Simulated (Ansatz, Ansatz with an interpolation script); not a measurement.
In doubt: one-shot GW on d or f shells is unsure, so the values of those runs are not to be relied on.

Rows from a G0W0 calculation on Rb2NiF6 (Fm-3m) (Ansatz 0.2.0; G0W0 on LDA, plane waves, PAW; PAW set soft_1; 4×4×4 mesh, 631 empty bands, screening to 150 eV, PAW set soft_1 files), in eV. Spin-orbit coupling is left out.

| row | k | band | start | Σx | Σc at the solution | Vxc |
| --- | --- | --- | --- | --- | --- | --- |
| A | (0.000, -0.500, -0.500) | v4 | 0.573 | -32.454 | 6.512 | -24.343 |
| B | (0.000, -0.500, -0.500) | v5 | 0.406 | -31.993 | 6.478 | -23.907 |
| C | (0.000, -0.500, -0.500) | v1 | 1.332 | -42.004 | 8.025 | -32.714 |
| D | (0.000, -0.500, -0.500) | c1 | 3.139 | -26.382 | -3.646 | -32.358 |
| E | (0.000, -0.500, -0.500) | v3 | 1.125 | -41.961 | 8.099 | -32.633 |
| F | (0.000, -0.500, -0.500) | c2 | 3.421 | -27.339 | -3.662 | -33.381 |

Work out each quasiparticle level and how far it moved.

The quasiparticle equation reads E = start + Σx + Σc(E) − Vxc.

| row | E (eV) | shift (eV) |
| --- | --- | --- |
| A | -1.026 | −1.599 |
| B | -1.202 | −1.608 |
| C | 0.066 | −1.265 |
| D | 5.469 | +2.330 |
| E | -0.105 | −1.230 |
| F | 5.801 | +2.380 |

Limits: not at the basis limit; no spin polarisation; d states lean on the start; no spin-orbit coupling.

[Runs of the session that timed out or met a known fault of the program may be left out.]

[Hosts, paths, dates, database ids (printed as entryN), source tags and the programs' standing remarks are cut or masked in the printed files.]
